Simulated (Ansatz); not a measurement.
# BiB (model cell, started as CsCl type): a soft mode frozen in, part 3 of 3

Which phase does BiB (model cell, started as CsCl type) fall into along its unstable mode, and how much energy does it gain?

Ansatz 0.2.0; DFT r2SCAN, scalar-relativistic, plane waves, PAW.

So far. Step 4 (The mode frozen in, largest atomic shift 0.45 Å): The run ends at a pressure of 2.70 GPa, with forces up to 0.27 eV/Å. Step 5 (Energy along the mode, all amplitudes (two of the runs …): The lowest of the steps tried is at 0.45 Å, 48.1 meV/atom below the parent; the bottom of the well need not coincide with a step.

The structure was built from a prototype and need not be the compound's stable phase.

### 6. Relaxation from the frozen mode (continued)

The steps of the relaxation (22 of 31):

```tsv
step	energy less that of the first step (eV)	largest force component (eV/Å)	pressure (GPa)	volume (Å³)
1	0.0000	0.2365	2.70	150.24
2	-0.2745	0.3475	-2.29	160.67
4	-1.3424	0.5334	-2.96	164.08
5	-2.0859	0.4231	-0.87	159.59
7	-3.6979	0.5011	3.44	152.61
8	-4.1528	0.4923	4.36	152.64
10	-4.4372	0.1767	-0.98	158.68
11	-4.4714	0.1285	-0.63	158.99
12	-4.4905	0.0458	0.09	157.27
14	-4.5232	0.0512	0.40	155.84
15	-4.4781	0.1393	0.54	154.99
17	-4.5322	0.0234	-0.02	156.24
18	-4.5322	0.0173	-0.05	156.30
20	-4.5325	0.0012	0.01	156.21
21*	-4.8817	0.0067	2.60	156.21
22	-5.0913	0.1071	1.85	159.75
24	-5.2944	0.0653	1.45	164.39
25	-5.3059	0.0871	-1.02	170.87
27	-5.3173	0.0457	0.00	168.76
28	-5.3181	0.0008	0.00	168.61
30	-5.3232	0.0005	0.00	168.67
31*	-5.3232	0.0005	0.00	168.67
```

Relaxation steps marked * repeat the geometry before them on a plane-wave basis chosen anew for their cell, so energy and pressure can jump there. Other such steps can lie between the rows shown. Relaxation steps 15, 27 were tried and not accepted.

The run keeps the 8 symmetry operations that it works with, so distortions that break them were not tested.

```tsv
cell as run	before	after	change
a (Å)	4.736	3.236	-31.7 %
b (Å)	5.801	8.320	+43.4 %
c (Å)	5.801	8.320	+43.4 %
α (°)	70.53	48.85	-30.7 %
volume (Å³/atom)	18.78	21.08	+12.3 %
```

The atoms that moved most (Å, as changes of fractional coordinates times the final cell):

```tsv
atom	dx	dy	dz	length
B1	-0.873	-0.873	0.000	1.235
B4	0.873	0.873	0.000	1.235
B2	-0.813	-0.813	0.000	1.150
B3	0.813	0.813	0.000	1.150
Bi5	0.184	0.184	-0.097	0.278
Bi7	0.184	0.184	0.097	0.278
Bi6	-0.184	-0.184	0.097	0.278
Bi8	-0.184	-0.184	-0.097	0.278
```

Final coordinates:

```cif
data_structure
_symmetry_space_group_name_H-M 'P 1'
_symmetry_Int_Tables_number 1
_cell_length_a 3.2357
_cell_length_b 8.3203
_cell_length_c 8.3203
_cell_angle_alpha 48.852
_cell_angle_beta 90.000
_cell_angle_gamma 90.000
_cell_volume 168.67
loop_
_atom_site_label
_atom_site_type_symbol
_atom_site_fract_x
_atom_site_fract_y
_atom_site_fract_z
_atom_site_occupancy
B1 B 0.00000 0.12903 0.12903 1
B2 B 0.50000 0.87340 0.87340 1
B3 B 0.00000 0.37660 0.37660 1
B4 B 0.50000 0.12097 0.12097 1
Bi5 Bi 0.50000 0.24589 0.71972 1
Bi6 Bi 0.00000 0.00411 0.53028 1
Bi7 Bi 0.50000 0.71972 0.24589 1
Bi8 Bi 0.00000 0.53028 0.00411 1
```

Numbers from this step:

```yaml
pressure: 8.87e-4 GPa
volume_per_atom: 21.08 Å³
```

The distorted start has space group Cmcm; the relaxation ends in Cmcm.

### 7. The new phase in its own primitive cell

The relaxed structure is symmetrised, reduced to its primitive cell and relaxed tightly, as its phonons need.

The input, input.yaml:

```yaml
crystal:
  lattice:
    - [3.4405533545, -7.5755997266, 0.0]
    - [3.4405533545, 7.5755997266, 0.0]
    - [0.0, 0.0, 3.2357474534]
  atoms:
    - { symbol: B, position: [0.5040305527, 0.4959694473, 0.25] }
    - { symbol: B, position: [0.2483956907, 0.7516043093, 0.75] }
    - { symbol: B, position: [0.7516043093, 0.2483956907, 0.25] }
    - { symbol: B, position: [0.4959694473, 0.5040305527, 0.75] }
    - { symbol: Bi, position: [0.6208941995, 0.9052777589, 0.75] }
    - { symbol: Bi, position: [0.3791058005, 0.0947222411, 0.25] }
    - { symbol: Bi, position: [0.0947222411, 0.3791058005, 0.75] }
    - { symbol: Bi, position: [0.9052777589, 0.6208941995, 0.25] }
kpoints:
  mp_grid: { grid: [6, 6, 12] }
hamiltonian:
  xc: r2scan
scf:
  occupations: { method: methfessel_paxton, width: 0.2 }
output:
  forces: true
  stress: true
  eigenvalues: true
relax:
  adjacent_minimum: "off"
  f_tol: 0.001
  max_steps: 60
  cell: { stress_tol: 0.01 }
```

On the command line:

```
$ ansatz run input.yaml --threads 4 --pin off --max-ram 7168MiB --backend cpu --events-out ev --progress --plain --runs-dir out
```

Numbers of over 12 decimals in the logs are rounded to 6 here.

The program printed:

```text
[...]
Crystal: 8 atoms, lattice volume = 168.675 Å³
Basis set: ecut = 500 eV, 4273 PW (Γ), exchange–correlation on 256×256×96 points (64 copies of the dense FFT grid, shifted against one another)
Bands: 44, of which v1, the nominal top of the filled ones, is band 36 counted from 1 (35 counted from 0)
Symmetry: 8 space group operations
[...]
k-points: 91 of 432
[...]
atoms:
    - { symbol: B, position: [0.504437, 0.495563, 0.25] }
    - { symbol: B, position: [0.252374, 0.747626, 0.750000] }
    - { symbol: B, position: [0.747626, 0.252374, 0.25] }
    - { symbol: B, position: [0.495563, 0.504437, 0.750000] }
    - { symbol: Bi, position: [0.621606, 0.902496, 0.750000] }
    - { symbol: Bi, position: [0.378394, 0.097504, 0.25] }
    - { symbol: Bi, position: [0.097504, 0.378394, 0.750000] }
    - { symbol: Bi, position: [0.902496, 0.621606, 0.25] }
[key lines of the parts left out:]
SCF converged after 7 iterations
Free energy (F): -50262.507622 eV
Fermi energy:    9.932039 eV
P = ⅓ Tr σ = 0.0006 GPa (0.006 kbar)
```

It took 3.5 min on 4 threads of Arm Neoverse V1, shared host; peak memory 1.3 GiB.

Step by step:

```tsv
step	energy less that of the first step (eV)	largest force component (eV/Å)	pressure (GPa)	volume (Å³)
1	0.0000	0.1392	0.06	168.67
2	0.0659	0.5111	-1.56	171.45
3	-0.0266	0.0792	-0.46	169.24
4	-0.0299	0.0407	-0.30	169.46
5	-0.0299	0.0536	0.03	168.97
6	-0.0312	0.0054	-0.01	168.73
7	-0.0312	0.0032	-0.01	168.84
8	-0.0312	0.0009	0.00	168.79
9*	-0.0313	0.0010	0.00	168.79
```

Relaxation steps marked * repeat the geometry before them on a plane-wave basis chosen anew for their cell, so energy and pressure can jump there. Relaxation steps 2, 5 were tried and not accepted.

The run keeps the 8 symmetry operations that it works with, so distortions that break them were not tested.

```tsv
conventional cell, symmetrised	before	after	change
a (Å)	6.881	6.941	+0.9 %
b (Å)	15.151	15.195	+0.3 %
c (Å)	3.236	3.201	-1.1 %
volume (Å³/atom)	21.08	21.10	+0.1 %
```

The atoms that moved most (Å, as changes of fractional coordinates times the final cell):

```tsv
atom	dx	dy	dz	length
B3	0.000	0.060	0.000	0.060
B2	0.000	-0.060	0.000	0.060
Bi6	0.007	0.027	0.000	0.027
Bi7	0.007	-0.027	0.000	0.027
Bi8	-0.007	0.027	0.000	0.027
Bi5	-0.007	-0.027	0.000	0.027
B1	0.000	-0.006	0.000	0.006
B4	0.000	0.006	0.000	0.006
```

The relaxed structure:

```cif
data_structure
_symmetry_space_group_name_H-M 'P 1'
_symmetry_Int_Tables_number 1
_cell_length_a 8.3527
_cell_length_b 8.3527
_cell_length_c 3.2006
_cell_angle_alpha 90.000
_cell_angle_beta 90.000
_cell_angle_gamma 130.896
_cell_volume 168.79
loop_
_atom_site_label
_atom_site_type_symbol
_atom_site_fract_x
_atom_site_fract_y
_atom_site_fract_z
_atom_site_occupancy
B1 B 0.50444 0.49556 0.25000 1
B2 B 0.25237 0.74763 0.75000 1
B3 B 0.74763 0.25237 0.25000 1
B4 B 0.49556 0.50444 0.75000 1
Bi5 Bi 0.62161 0.90250 0.75000 1
Bi6 Bi 0.37839 0.09750 0.25000 1
Bi7 Bi 0.09750 0.37839 0.75000 1
Bi8 Bi 0.90250 0.62161 0.25000 1
```

Numbers from this step:

| Item | Value |
| --- | --- |
| pressure | 5.73e-4 GPa |
| volume per atom | 21.10 Å³ |

The largest force component left is 0.95 meV/Å and the pressure is 0.001 GPa, within the tolerances set. The cell now holds 21.10 Å³/atom.

### 8. The phases reached

The phases reached along the modes that were followed are set side by side.

Energies are those of the first relaxation, on the mesh of the frozen mode; space group, volume and gap are those of the last relaxation. Phases, by row:

```tsv
mode frozen in	space group	energy from parent (meV/atom)	volume (Å³/atom)	gap on mesh (eV)	lowest zone-centre optical mode (cm⁻¹)	largest shift (Å)
parent	Pm-3m	0	18.78	0	–	–
q = (0, -0.5, -0.5), 266i cm⁻¹	P4/nmm	-185.7	20.28	0	-32.9	1.286
q = (0.25, 0.25, -0.5), 242i cm⁻¹	Cmcm	-713.8	21.1	0	–	1.955
```

### 9. Outcome

| Item | Value |
| --- | --- |
| unstable mode of the parent | q = (0.25, 0.25, -0.5), 242i cm⁻¹ |
| depth at the lowest point sampled | 48.1 meV/atom |
| largest atomic shift at that point | 0.45 Å |
| space group reached (within 0.01 Å) | Cmcm |
| energy gained over the parent (first relaxation, on the mesh of the frozen mode) | 714 meV/atom |
| volume per atom, phase reached | 21.1 Å³ |

In words: Along this mode the structure falls into Cmcm, 714 meV/atom below the parent. At the parent's cell the well is 48.07 meV/atom deep on the steps tried, with its lowest point at a shift of 0.45 Å. Relaxing atoms and cell changes the gain by +665.69 meV/atom against the lowest step (energies at zero smearing). Most of the total comes from this relaxation. The modes of the phase reached were not computed on this path. Of the 2 patterns followed to their end from this parent, this one reaches the lowest energy. Each path keeps the symmetry of its pattern, so a lower phase may lie along a pattern not tried. With no gap, or one that is small against the smearing, the frequencies hang on the k mesh and the smearing, most of all near Kohn anomalies. The volume moved by more than a tenth on the k mesh of the start, so the energy gain is rough. Spin-orbit coupling is left out, which can matter for the heavy elements here. A phonon run warned that its eigensolver left some bands unconverged in a pass. The starting cell was built on a prototype and not taken from a measurement, so the phase need not exist.

[Logs are printed without paths, hosts, clocks, repeated set-up lines and the standing remarks that a program may print on its own settings, such as how far it seeks lower states.]

[Hosts, paths, dates, database ids (printed as entryN), source tags and the programs' standing remarks are cut or masked in the printed files.]
